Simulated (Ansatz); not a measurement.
**Fe3Pb: relaxing a made-up structure**

Starting from a made-up structure for Fe3Pb, the aim is the relaxed cell, its shortest contacts and, where a second run follows, its electronic structure.

Method: DFT, PBEsol, plane-wave PAW, files of the set soft_1, scalar-relativistic, ferromagnetic start, cell and ions relaxed at zero pressure; PAW set soft_1, in Ansatz 0.2.0.

### Step 1. Set-up

Symmetry: Fm-3m, No. 225, cubic system. Conventional cell: a = 6.372 Å, b = 6.372 Å, c = 6.372 Å, α = 90.00°, β = 90.00°, γ = 90.00°. Pb has 8 Fe at 2.76 Å nearest. Nearest to Fe lie 4 Pb at 2.76 Å and 4 Fe at 2.76 Å. Fe has 8 Fe at 2.76 Å nearest. Farther neighbours are not listed.

### Step 2. Relaxation of the guess

The guess takes its coordinates from another compound and its volume from a rule, so the cell and any free coordinates are relaxed together.

input.yaml

```yaml
crystal:
  lattice:
    - [0.0, 3.186, 3.186]
    - [3.186, 0.0, 3.186]
    - [3.186, 3.186, 0.0]
  atoms:
    - { symbol: Pb, position: [0.0, 0.0, 0.0] }
    - { symbol: Fe, position: [0.75, 0.75, 0.75], spin: 3.0 }
    - { symbol: Fe, position: [0.25, 0.25, 0.25], spin: 3.0 }
    - { symbol: Fe, position: [0.5, 0.5, 0.5], spin: 3.0 }
magnetization:
  spin_polarized: true
kpoints:
  mp_grid: { grid: [7, 7, 7] }
scf:
  occupations: { method: fermi_dirac, width: 0.05 }
hamiltonian:
  xc: pbesol
  pseudopotentials: { kind: paw, azcp: { folder: soft_1 }, xc_functional: pbe }
relax:
  f_tol: 0.015
  max_steps: 70
  cell: {}
output:
  forces: true
  stress: true
```

Run with:

```sh
$ ansatz run input.yaml --threads 4 --pin off --max-ram 8192MiB --backend cpu --events-out ev --progress --plain --runs-dir out
```

Numbers of over 12 decimals in the logs are rounded to 6 here.

Log:

```text
Engine: ansatz 0.2.0, x86_64-unknown-linux-gnu
Pseudopotentials: kind: paw
Pseudopotential: Pb, paw, valence charge 14, recommended cutoff 420 eV (normal), soft_1/Pb.paw.azcp
Pseudopotential: Fe, paw, valence charge 16, recommended cutoff 420 eV (normal), soft_1/Fe.paw.azcp
Functional definition: PBEsol
  exchange = pbesol_x
  correlation = pbesol_c
Crystal: 4 atoms, lattice volume = 64.680 Å³
Basis set: ecut = 420 eV, 1243 PW (Γ), exchange–correlation on 64×64×64 points (8 copies of the dense FFT grid, shifted against one another)
Bands: 43, of which v1, the nominal top of the filled ones, is band 31 counted from 1 (30 counted from 0)
Symmetry: 48 space group operations
Space group: Fm-3m (ITA 225), of the structure as read, at distance tolerance 4.0e-5 Å
Magnetic group: BNS 225.116 (UNI 1618), of the structure as read, at distance tolerance 4.0e-5 Å
k-points: 20 of 343
Non-local potential: Pb, projectors of the file, l = 0: 2, l = 1: 2, l = 2: 2, l = 3: 1
Non-local potential: Fe, projectors of the file, l = 0: 3, l = 1: 2, l = 2: 3, l = 3: 1
PAW form: soft (Blöchl's): semilocal exchange-correlation on the pseudo side does not see the compensation charge
PAW frozen core: Pb, regenerated for the run's functional, and the local potential with it (the file was generated under x = pbe(κ = 0.804, μ = 0.219515), c = pbe(β = 0.066725))
PAW frozen core: Fe, regenerated for the run's functional, and the local potential with it (the file was generated under x = pbe(κ = 0.804, μ = 0.219515), c = pbe(β = 0.066725))
PAW one-centre angular grid: Pb, 590 points (default); XC on 64 Gauss nodes
PAW one-centre angular grid: Fe, 590 points (default); XC on 64 Gauss nodes
Initial density: superposition of atomic densities (chi_scale 0.1, normalization cell, long waves kept (reshape's long-wave potential 0.00 eV rms))
Starting moments: Σ|m| = 9 μB on 3 of 4 sites
Initial wavefunctions: pseudopotential atomic-orbital guess
Functional: x = pbesol(κ = 0.804, μ = 0.123457), c = pbesol(β = 0.046)
SCF iter   1: F=—  HF=-25099.590753 eV  |F-HF|=—  |Δ(HF+E_count)|=         —  Δρ=3.17e-2 (↑3.17e-2 ↓2.79e-2)  dr2=2.76e0  dr2_m=1.91e-1  M=8.314 μB ∫|m|=8.636 μB  β_m=0.30  ethr=3.10e-3  ⟨swp⟩=7.0  Hψ=6635  notcnv=0  defer=4
Mixer restart at iter 1: flushing history
preconditioner: auto → Kerker (q_TF=auto, 2.709 Å⁻¹)  [metal: Δε(μ)=0.010 eV  Ē_g=10.150 eV  σ=0.050 eV  W_gap=0.05  n_scr=14 (ndim 8)  ℏωp=28.5 eV  f_vac=0.000  D(μ)=6.30/eV (n_scr^D=64)]
spin=Collinear: Kerker preconditioning applied to the charge; magnetization (m = ρ↑ − ρ↓) channel mixes plain (no charge-response kernel on spin).
SCF iter   2: F=—  HF=-25100.513552 eV  |F-HF|=—  |Δ(HF+E_count)|=   9.23e-1  Δρ=2.21e-2 (↑1.97e-2 ↓2.21e-2)  dr2=1.66e0  dr2_m=7.76e-2  M=8.168 μB ∫|m|=8.555 μB  β_m=0.60  ethr=3.10e-3  ⟨swp⟩=2.6  Hψ=2429  notcnv=0  defer=110
SCF iter   3: F=—  HF=-25101.525805 eV  |F-HF|=—  |Δ(HF+E_count)|=    1.01e0  Δρ=1.14e-2 (↑8.38e-3 ↓1.14e-2)  dr2=4.11e-1  dr2_m=8.13e-3  M=7.921 μB ∫|m|=8.409 μB  β_m=0.71  ethr=2.68e-3  ⟨swp⟩=3.0  Hψ=3056  notcnv=0  defer=112
SCF iter   4: F=—  HF=-25101.418790 eV  |F-HF|=—  |Δ(HF+E_count)|=   1.07e-1  Δρ=1.32e-2 (↑1.32e-2 ↓6.77e-3)  dr2=1.19e-1  dr2_m=1.71e-2  M=7.754 μB ∫|m|=8.278 μB  β_m=0.65  ethr=6.63e-4  ⟨swp⟩=3.2  Hψ=3272  notcnv=0  defer=107
SCF iter   5: F=—  HF=-25101.446203 eV  |F-HF|=—  |Δ(HF+E_count)|=         —  Δρ=6.46e-3 (↑6.46e-3 ↓4.83e-3)  dr2=2.54e-2  dr2_m=1.15e-2  M=7.741 μB ∫|m|=8.251 μB  β_m=0.65  ethr=1.92e-4  ⟨swp⟩=2.5  Hψ=3137  notcnv=0  defer=107
Mixer restart at iter 5: flushing history
SCF iter   6: F=—  HF=-25101.464267 eV  |F-HF|=—  |Δ(HF+E_count)|=   1.81e-2  Δρ=1.97e-3 (↑1.97e-3 ↓1.83e-3)  dr2=1.78e-3  dr2_m=1.70e-3  M=7.788 μB ∫|m|=8.285 μB  β_m=0.70  ethr=4.09e-5  ⟨swp⟩=2.1  Hψ=3093  notcnv=0  defer=107
SCF iter   7: F=—  HF=-25101.464028 eV  |F-HF|=—  |Δ(HF+E_count)|=   2.39e-4  Δρ=1.84e-3 (↑1.61e-3 ↓1.84e-3)  dr2=6.29e-3  dr2_m=1.40e-4  M=7.798 μB ∫|m|=8.289 μB  β_m=0.69  ethr=2.87e-6  ⟨swp⟩=2.0  Hψ=3382  notcnv=0  defer=107
SCF iter   8: F=—  HF=-25101.464014 eV  |F-HF|=—  |Δ(HF+E_count)|=   1.43e-5  Δρ=6.88e-4 (↑6.88e-4 ↓6.80e-4)  dr2=1.92e-4  dr2_m=1.99e-4  M=7.816 μB ∫|m|=8.303 μB  β_m=0.85  ethr=2.87e-6  ⟨swp⟩=2.0  Hψ=3305  notcnv=0  defer=107
SCF iter   9: F=—  HF=-25101.464128 eV  |F-HF|=—  |Δ(HF+E_count)|=   1.14e-4  Δρ=5.84e-4 (↑1.78e-4 ↓5.84e-4)  dr2=1.82e-4  dr2_m=7.05e-5  M=7.819 μB ∫|m|=8.306 μB  β_m=0.90  ethr=3.09e-7  ⟨swp⟩=2.1  Hψ=2951  notcnv=0  defer=107
SCF iter  10: F=—  HF=-25101.464150 eV  |F-HF|=—  |Δ(HF+E_count)|=   2.21e-5  Δρ=2.25e-4 (↑2.23e-4 ↓2.25e-4)  dr2=7.18e-5  dr2_m=7.91e-6  M=7.819 μB ∫|m|=8.306 μB  β_m=0.70  ethr=2.93e-7  ⟨swp⟩=2.1  Hψ=2892  notcnv=0  defer=107
SCF iter  11: F=—  HF=-25101.464132 eV  |F-HF|=—  |Δ(HF+E_count)|=   1.85e-5  Δρ=1.07e-4 (↑5.10e-5 ↓1.07e-4)  dr2=1.15e-5  dr2_m=9.15e-7  M=7.820 μB ∫|m|=8.307 μB  β_m=0.85  ethr=1.16e-7  ⟨swp⟩=2.0  Hψ=2186  notcnv=0  defer=107
SCF iter  12: F=—  HF=-25101.464139 eV  |F-HF|=—  |Δ(HF+E_count)|=   7.80e-6  Δρ=2.45e-5 (↑2.45e-5 ↓1.79e-5)  dr2=6.18e-7  dr2_m=8.50e-8  M=7.821 μB ∫|m|=8.308 μB  β_m=0.93  ethr=1.85e-8  ⟨swp⟩=2.0  Hψ=2210  notcnv=0  defer=107
SCF iter  13: F=—  HF=-25101.464139 eV  |F-HF|=—  |Δ(HF+E_count)|=   1.07e-7  Δρ=1.57e-5 (↑6.44e-6 ↓1.57e-5)  dr2=3.08e-7  dr2_m=2.35e-8  M=7.821 μB ∫|m|=8.308 μB  β_m=0.95  ethr=9.97e-10  ⟨swp⟩=2.0  Hψ=2213  notcnv=0  defer=107
SCF iter  14: F=—  HF=-25101.464139 eV  |F-HF|=—  |Δ(HF+E_count)|=   3.09e-8  Δρ=2.07e-6 (↑1.31e-6 ↓2.07e-6)  dr2=7.64e-9  dr2_m=1.51e-10  M=7.821 μB ∫|m|=8.308 μB  β_m=0.97  ethr=4.97e-10  ⟨swp⟩=2.0  Hψ=2092  notcnv=0  defer=107
SCF iter  15: F=-25101.464139 eV  HF=-25101.464139 eV  |F-HF|=6.55e-10  |Δ(HF+E_count)|=  1.09e-11  Δρ=8.15e-7 (↑5.16e-7 ↓8.15e-7)  dr2=7.01e-10  dr2_m=1.51e-10  M=7.821 μB ∫|m|=8.308 μB  ethr=1.23e-11  ⟨swp⟩=1.9  Hψ=4568  notcnv=0
SCF 1 converged in 15 iterations: F = -25101.464139 eV  dr2 = 7.01e-10
  greatest PAW one-centre occupation: 1.002 electrons in one spin orbital (limit 2), on the Fe atom at site 2 (counted from 0), in its partial waves of l = 1
relax step   1: F+E_penalty+E_count = -25101.46413946 eV  Δ(F+E_penalty+E_count) = +0.000e0 eV  max|allowed force component| = 2.082e-17 eV/Å  Δτ_max = 0.0000 Å  P = -15.087 GPa  Ω = 64.680 Å³  (15 SCF iters, dr2 threshold 1.00e-7 eV, accepted)
Crystal: 4 atoms, lattice volume = 55.674 Å³
Basis set: ecut = 420 eV, 1067 PW (Γ), exchange–correlation on 64×64×64 points (8 copies of the dense FFT grid, shifted against one another)
[...]
SCF iter   7: F=—  HF=-25102.056471 eV  |F-HF|=—  |Δ(HF+E_count)|=   3.95e-5  Δρ=1.08e-4 (↑1.08e-4 ↓5.21e-5)  dr2=1.99e-6  dr2_m=2.64e-6  M=6.452 μB ∫|m|=6.895 μB  β_m=0.95  ethr=1.34e-7  ⟨swp⟩=2.2  Hψ=2803  notcnv=0
SCF iter   8: F=—  HF=-25102.056469 eV  |F-HF|=—  |Δ(HF+E_count)|=   1.73e-6  Δρ=2.64e-5 (↑2.64e-5 ↓1.54e-5)  dr2=4.15e-7  dr2_m=7.07e-8  M=6.451 μB ∫|m|=6.895 μB  β_m=0.97  ethr=3.20e-9  ⟨swp⟩=2.0  Hψ=2833  notcnv=0
SCF iter   9: F=—  HF=-25102.056469 eV  |F-HF|=—  |Δ(HF+E_count)|=   2.06e-7  Δρ=8.29e-6 (↑4.81e-6 ↓8.29e-6)  dr2=8.06e-8  dr2_m=2.73e-9  M=6.451 μB ∫|m|=6.895 μB  β_m=0.99  ethr=6.70e-10  ⟨swp⟩=2.0  Hψ=2732  notcnv=0
SCF iter  10: F=—  HF=-25102.056469 eV  |F-HF|=—  |Δ(HF+E_count)|=   7.98e-8  Δρ=5.26e-6 (↑1.42e-6 ↓5.26e-6)  dr2=2.32e-8  dr2_m=2.06e-9  M=6.451 μB ∫|m|=6.895 μB  β_m=0.99  ethr=1.30e-10  ⟨swp⟩=2.0  Hψ=2229  notcnv=0
SCF iter  11: F=-25102.056469 eV  HF=-25102.056469 eV  |F-HF|=2.56e-9  |Δ(HF+E_count)|=   2.24e-8  Δρ=1.58e-6 (↑8.93e-7 ↓1.58e-6)  dr2=2.66e-9  dr2_m=2.17e-10  M=6.451 μB ∫|m|=6.895 μB  ethr=3.74e-11  ⟨swp⟩=1.8  Hψ=5622  notcnv=0
SCF 3 converged in 11 iterations: F = -25102.056469 eV  dr2 = 2.66e-9
relax step   3: F+E_penalty+E_count = -25102.05646934 eV  Δ(F+E_penalty+E_count) = -4.618e-3 eV  max|allowed force component| = 1.619e-17 eV/Å  Δτ_max = 0.0000 Å  P = +1.913 GPa  Ω = 54.130 Å³  energy of the carried Pulay correction = +5.964e-3 eV  (11 SCF iters, dr2 threshold 4.00e-7 eV, accepted)
[...]
relax step   4: F+E_penalty+E_count = -25102.05982109 eV  Δ(F+E_penalty+E_count) = -3.352e-3 eV  max|allowed force component| = 2.718e-17 eV/Å  Δτ_max = 0.0000 Å  P = +0.041 GPa  Ω = 54.748 Å³  energy of the carried Pulay correction = +5.585e-3 eV  (10 SCF iters, dr2 threshold 4.00e-7 eV, accepted)
[...]
relax step   5: F+E_penalty+E_count = -25102.05336692 eV  Δ(F+E_penalty+E_count) = +6.454e-3 eV  max|allowed force component| = 2.429e-17 eV/Å  Δτ_max = 0.0000 Å  P = +0.057 GPa  Ω = 54.748 Å³  stress off target by 5.72e-2 GPa  SCF on the basis re-selected at this cell (its energy is not comparable with the rows above)  (14 SCF iters)
[...]
relax step   6: F+E_penalty+E_count = -25102.05335665 eV  Δ(F+E_penalty+E_count) = +1.027e-5 eV  max|allowed force component| = 2.255e-17 eV/Å  Δτ_max = 0.0000 Å  P = +0.001 GPa  Ω = 54.767 Å³  energy of the carried Pulay correction = -1.375e-5 eV  (7 SCF iters, dr2 threshold 8.17e-9 eV, accepted)
iter 1 solved again at ethr=1.04e-7 eV; its pass at ethr=3.10e-3 eV (dr2=6.42e-5 eV) is discarded
SCF iter   1: F=—  HF=-25102.053364 eV  |F-HF|=—  |Δ(HF+E_count)|=         —  Δρ=2.84e-6 (↑2.84e-6 ↓1.18e-6)  dr2=2.60e-9  dr2_m=1.58e-9  M=6.500 μB ∫|m|=6.957 μB  β_m=0.65  ethr=1.04e-7  ⟨swp⟩=3.9  Hψ=12352  notcnv=0
eigensolver tolerance schedule: the retry pair's looser diagonalisation over-reported the residual by 24710.83 of it (diagonalisation noise at 4.72 of the residual, at the tolerance the schedule requests for it); recorded, not acted on — ethr = c·dr2/N_el stays at c = 1.0e-1
preconditioner: auto → Kerker (q_TF=auto, 2.273 Å⁻¹)  [metal: Δε(μ)=0.019 eV  Ē_g=11.898 eV  σ=0.050 eV  W_gap=0.09  n_scr=14 (ndim 8)  ℏωp=30.9 eV  f_vac=0.000  D(μ)=2.73/eV (n_scr^D=26)]
spin=Collinear: Kerker preconditioning applied to the charge; magnetization (m = ρ↑ − ρ↓) channel mixes plain (no charge-response kernel on spin).
SCF iter   2: F=—  HF=-25102.053363 eV  |F-HF|=—  |Δ(HF+E_count)|=   7.56e-7  Δρ=1.80e-6 (↑1.80e-6 ↓3.71e-7)  dr2=9.40e-10  dr2_m=5.21e-10  M=6.500 μB ∫|m|=6.957 μB  β_m=0.36  ethr=4.19e-12  ⟨swp⟩=3.7  Hψ=4406  notcnv=0
SCF iter   3: F=—  HF=-25102.053363 eV  |F-HF|=—  |Δ(HF+E_count)|=  5.38e-10  Δρ=4.96e-7 (↑4.96e-7 ↓4.00e-7)  dr2=5.11e-11  dr2_m=8.54e-11  M=6.500 μB ∫|m|=6.957 μB  β_m=0.57  ethr=1.52e-12  ⟨swp⟩=2.0  Hψ=2713  notcnv=0
SCF iter   4: F=—  HF=-25102.053363 eV  |F-HF|=—  |Δ(HF+E_count)|=  3.27e-11  Δρ=1.49e-7 (↑1.47e-7 ↓1.49e-7)  dr2=1.74e-11  dr2_m=7.83e-12  M=6.500 μB ∫|m|=6.957 μB  β_m=0.68  ethr=1.00e-12  ⟨swp⟩=1.0  Hψ=1720  notcnv=0
SCF iter   5: F=—  HF=-25102.053363 eV  |F-HF|=—  |Δ(HF+E_count)|=  3.64e-12  Δρ=1.14e-7 (↑1.14e-7 ↓4.97e-8)  dr2=4.30e-12  dr2_m=1.83e-12  M=6.500 μB ∫|m|=6.957 μB  β_m=0.59  ethr=1.00e-12  ⟨swp⟩=1.0  Hψ=1720  notcnv=0
SCF iter   6: F=—  HF=-25102.053363 eV  |F-HF|=—  |Δ(HF+E_count)|=  7.28e-12  Δρ=5.44e-8 (↑5.44e-8 ↓3.72e-8)  dr2=6.05e-13  dr2_m=8.76e-13  M=6.500 μB ∫|m|=6.957 μB  β_m=0.80  ethr=1.00e-12  ⟨swp⟩=1.0  Hψ=1720  notcnv=0
SCF iter   7: F=-25102.053363 eV  HF=-25102.053363 eV  |F-HF|=2.91e-11  |Δ(HF+E_count)|=  7.28e-12  Δρ=1.79e-7 (↑4.58e-8 ↓1.79e-7)  dr2=3.18e-11  dr2_m=2.48e-12  M=6.500 μB ∫|m|=6.957 μB  ethr=1.00e-12  ⟨swp⟩=2.5  Hψ=4943  notcnv=0
SCF 7 converged in 7 iterations: F = -25102.053363 eV  dr2 = 3.18e-11
relax step   7: F+E_penalty+E_count = -25102.05336292 eV  Δ(F+E_penalty+E_count) = -6.271e-6 eV  max|allowed force component| = 2.082e-17 eV/Å  Δτ_max = 0.0000 Å  P = +0.001 GPa  Ω = 54.767 Å³  stress off target by 1.36e-3 GPa  SCF on the basis re-selected at this cell (its energy is not comparable with the rows above)  (7 SCF iters)
basis re-selected at this cell: Δ(F+E_penalty+E_count) = -6.271e-6 eV, ΔP = -0.000 GPa vs the last step (what re-selecting the basis moved, of the pressure what is left beyond the Pulay correction that the steps carried, after the strain that the cell walked since its last selection, with what the two solves' SCF thresholds leave and, on support functions, any second-order correction that the steps lacked; it is no m [...]
SCF converged after 7 iterations
Magnetization: 6.4999 μB (34.2499 up, 27.7501 down)
Absolute magnetization: 6.9612 μB (∫|ρ↑−ρ↓|, with the PAW one-centre terms)
Spin contamination: 0.1179 ħ² per cell (⟨S²⟩ above its minimum at these occupations)
Per-site moments (μB) at R_I (Å): [(-0.035078, 1.076756), (2.029525, 1.076756), (2.029525, 1.076756), (2.617905, 1.076756)]
Free energy (F): -25102.053363 eV
Harris-Foulkes:  -25102.053363 eV  (|F-HF|=2.91e-11)
Internal energy: -25102.030024 eV  (E = F + TS)
E sigma→0 (E₀):  -25102.041694 eV
Entropy (-TS):   -0.023339 eV (-5.835 meV/atom)
Fermi energy:    18.174445 eV
--- Per-component energies (eV) ---
  E_band       = -592.110414
  E_kinetic    = 1294.036435
  E_local      = -7511.270849  (includes V_loc(G=0)·N_el)
  E_nonlocal   = 1193.539305
  E_hartree    = 3129.651050
  E_xc         = -531.688647
  E_vxc        = -561.197946  (∫ρ·V_xc dr)
  E_paw        = -14309.727193  (= ΣΔE_a)
  E_vpaw       = -1266.516540  (= ΣTr[D̂ρ^β])
  E_aug_tail   = -0.002954  (compensation charges beyond the density's cutoff)
  E_ewald      = -8367.166947
  E_core_change = 0.599776  (= ΣΔE_core)
  E_smearing   = -0.023339  (= −TS)
  E_closure    = -0.000000  (closes the sum)
  Σ components = -25102.053363   (vs F -25102.053363, Δ=0.00e0)
--- Forces (eV/Å), atoms counted from 1 ---
  atom   1  Pb     0.00000000     0.00000000    -0.00000000
  atom   2  Fe     0.00000000    -0.00000000    -0.00000000
  atom   3  Fe    -0.00000000     0.00000000     0.00000000
  atom   4  Fe     0.00000000    -0.00000000     0.00000000
  max |Σ_I F_I| component: 5.78e-18 eV/Å
--- Stress (GPa, compression-positive) ---
        0.001361       0.000000      -0.000000
        0.000000       0.001361       0.000000
        0.000000       0.000000       0.001361
  P = ⅓ Tr σ = 0.0014 GPa (0.014 kbar)
--- Relaxed structure (5 steps of the walk, 5 accepted, 2 SCFs on fresh bases) ---
  F+E_penalty+E_count = -25102.05336292 eV   max|allowed force component| = 2.082e-17 eV/Å   (the final SCF, on the basis selected at the relaxed cell)
  cell:  # Å, volume = 54.7670 Å³
    - [0, 3.014136, 3.014136]
    - [3.014136, 0, 3.014136]
    - [3.014136, 3.014136, 0]
  atoms:
    - { symbol: Pb, position: [0, 0, 0] }
    - { symbol: Fe, position: [0.750000, 0.750000, 0.750000] }
    - { symbol: Fe, position: [0.25, 0.25, 0.25] }
    - { symbol: Fe, position: [0.5, 0.5, 0.5] }
```

Elapsed: 12 s, on 4 threads of Intel Xeon at 2.60GHz (Ice Lake), shared host; peak memory 0.5 GiB; 41 s of CPU time.

The steps of the relaxation:

| step | energy less that of the first step (eV) | largest force component (eV/Å) | pressure (GPa) | volume (Å³) |
| --- | --- | --- | --- | --- |
| 1 | 0.0000 | 0.0000 | -15.09 | 64.68 |
| 2 | -0.5877 | 0.0000 | -2.57 | 55.67 |
| 3 | -0.5923 | 0.0000 | 1.91 | 54.13 |
| 4 | -0.5957 | 0.0000 | 0.04 | 54.75 |
| 5* | -0.5892 | 0.0000 | 0.06 | 54.75 |
| 6 | -0.5892 | 0.0000 | 0.00 | 54.77 |
| 7* | -0.5892 | 0.0000 | 0.00 | 54.77 |

Relaxation steps marked * repeat the geometry before them on a plane-wave basis chosen anew for their cell, so energy and pressure can jump there.

Forces are held to the 48 operations that the run works with; a distortion that breaks them can't arise in this run.

| conventional cell, symmetrised | before | after | change |
| --- | --- | --- | --- |
| a (Å) | 6.372 | 6.028 | -5.4 % |
| b (Å) | 6.372 | 6.028 | -5.4 % |
| c (Å) | 6.372 | 6.028 | -5.4 % |
| volume (Å³/atom) | 16.17 | 13.69 | -15.3 % |

The relaxed structure:

```cif
data_structure
_symmetry_space_group_name_H-M 'P 1'
_symmetry_Int_Tables_number 1
_cell_length_a 4.2626
_cell_length_b 4.2626
_cell_length_c 4.2626
_cell_angle_alpha 60.000
_cell_angle_beta 60.000
_cell_angle_gamma 60.000
_cell_volume 54.77
loop_
_atom_site_label
_atom_site_type_symbol
_atom_site_fract_x
_atom_site_fract_y
_atom_site_fract_z
_atom_site_occupancy
Pb1 Pb 0.00000 0.00000 0.00000 1
Fe2 Fe 0.75000 0.75000 0.75000 1
Fe3 Fe 0.25000 0.25000 0.25000 1
Fe4 Fe 0.50000 0.50000 0.50000 1
```

Numbers from this step:

```yaml
free_energy: -25102.0534 eV
energy_at_zero_smearing: -25102.0417 eV
smearing_term_ts: 0.02334 eV
fermi_energy: 18.17 eV
magnetization: 6.500 μB
absolute_magnetization: 6.961 μB
site_moments: -0.03508, 2.030, 2.030, 2.618 μB
electrons: 62
symmetry_operations: 48
pressure: 0.001361 GPa
```

Site moment by atom:

| atom | site moment (μB) |
| --- | --- |
| Pb1 | -0.04 |
| Fe2 | 2.03 |
| Fe3 | 2.03 |
| Fe4 | 2.62 |

The shortest distance of each pair, which need not be the same contact before and after:

| pair | guess (Å) | relaxed (Å) |
| --- | --- | --- |
| Fe–Fe | 2.759 | 2.610 |
| Fe–Pb | 2.759 | 2.610 |
| Pb–Pb | 4.506 | 4.263 |

The relaxation ends with a pressure of 0.00 GPa.

### Step 3. Outcome

| Quantity | Value |
| --- | --- |
| space group, relaxed | Fm-3m |
| conventional cell | a = 6.028, b = 6.028, c = 6.028 Å; α = 90.0°, β = 90.0°, γ = 90.0° |
| volume per atom | 13.69 Å³ (guess 16.17) |
| total moment | 6.50 μB in the cell of 4 atoms |

In words: Fe3Pb relaxes to Fm-3m with a = 6.028, b = 6.028 and c = 6.028 Å. The guessed volume was 18 % too large. The space group Fm-3m was held in the relaxation, so the end point is a stationary structure within it and may be a saddle against distortions or other arrangements. The input starts from parallel moments, and no other start was typed. Mesh and cutoff weren't tested. Spin-orbit coupling is left out, which can matter for elements this heavy. No dispersion term is used, so weakly bound directions may come out too long. Nothing here tests whether the compound is stable against decomposition.

[Logs are printed without paths, hosts, clocks, repeated set-up lines and the standing remarks that a program may print on its own settings, such as how far it seeks lower states.]

[Hosts, paths, dates, database ids (printed as entryN), source tags and the programs' standing remarks are cut or masked in the printed files.]
